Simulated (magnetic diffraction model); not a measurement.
# Moment size from magnetic intensity in Nd₃Sb₅Os₆

Space group Pmmn (no. 59, origin choice 1), a = 4.3510 Å, b = 13.7030 Å, c = 10.4410 Å.

| site | atom | x | y | z |
| --- | --- | --- | --- | --- |
| 2a | Os | 1/2 | 1/2 | 0.0206 |
| 4e | Os | 0 | 0.8234 | 0.1066 |
| 2a | Os | 1/2 | 1/2 | 0.4889 |
| 4e | Os | 0 | 0.6609 | 0.4936 |
| 4e | Nd | 0 | 0.8281 | 0.7493 |
| 2b | Nd | 0 | 1/2 | 0.7385 |
| 2b | Sb | 0 | 1/2 | 0.3426 |
| 4e | Sb | 0 | 0.8363 | 0.3679 |
| 4e | Sb | 0 | 0.6262 | 0.0166 |

This is a made-up structure (elements placed in a structure type, unrelaxed), so the numbers test the method and describe no known phase.

Only Nd is taken to order (form factors of Nd3+); orders and moment sizes are assumed, and not adapted to the symmetry. Radiation: neutrons of λ = 1.8 Å, 5° to 35°; isotropic B of 0.2 Å² (Os), 0.24 Å² (Nd) and 0.24 Å² (Sb). Simulated constant-wavelength pattern: nuclear and magnetic terms add, the magnetic one as |2.695 fm × Σ f S⊥ exp(2πi Q·r) exp(−B s²)|², summed over all Q at one angle with the factor 1/(sin²θ cos θ). For collinear order S is the moment m, which repeats by lattice and centring translations R with the sign exp(−2πi k·R). Free-ion form factors, Sears's scattering lengths of 1992, no absorption; a label names one of the reflections at its angle. The strongest nuclear line in the range is 100, and lines under 0.2 are left out.

In a first state the assumed order is k = (0 0 0), collinear moments along [101], 3.1 μB on Nd; signs + at (0, 0.8281, 0.7493), + at (1/2, 0.6719, 0.2507), − at (0, 0.1719, 0.7493), − at (1/2, 0.3281, 0.2507), − at (0, 1/2, 0.7385), + at (1/2, 0, 0.2615), with this pattern:

| 2θ (°) | index | nuclear | magnetic |
| --- | --- | --- | --- |
| 7.53 | (0 1 0) | 0.0 | 191.2 |
| 9.89 | (0 0 1) | 8.9 | 4.0 |
| 12.44 | (0 1 1) | 3.1 | 0.1 |
| 15.10 | (0 2 0) | 0.4 | 0.0 |
| 18.08 | (0 2 1) | 0.3 | 44.4 |
| 19.85 | (0 0 2) | 100.0 | 0.0 |
| 21.26 | (0 1 2) | 5.5 | 11.9 |
| 22.73 | (0 3 0) | 0.0 | 5.2 |
| 23.88 | (1 0 0) | 0.0 | 3.8 |
| 24.84 | (0 3 1) | 1.4 | 0.0 |
| 25.04 | (0 2 2) | 7.5 | 0.1 |
| 25.07 | (1 1 0) | 16.5 | 0.0 |
| 25.90 | (1 0 1) | 1.1 | 0.0 |
| 27.01 | (1 1 1) | 24.8 | 43.7 |
| 28.37 | (1 2 0) | 0.0 | 21.1 |
| 29.97 | (0 0 3) | 0.8 | 0.4 |
(The table stops after 16 lines; 10 more lie at higher angle.)

**Question.** Nearer the ordering temperature the line at 7.53° has total intensity 93.7 on the same scale, and all moments have shrunk alike. How large is the Nd moment?

The nuclear part, 0.0, stays, so the magnetic part is 93.7 against 191.2. It goes as m², so m = 3.1 × √(93.7/191.2) = 2.17 μB; the value used was 2.17 μB.
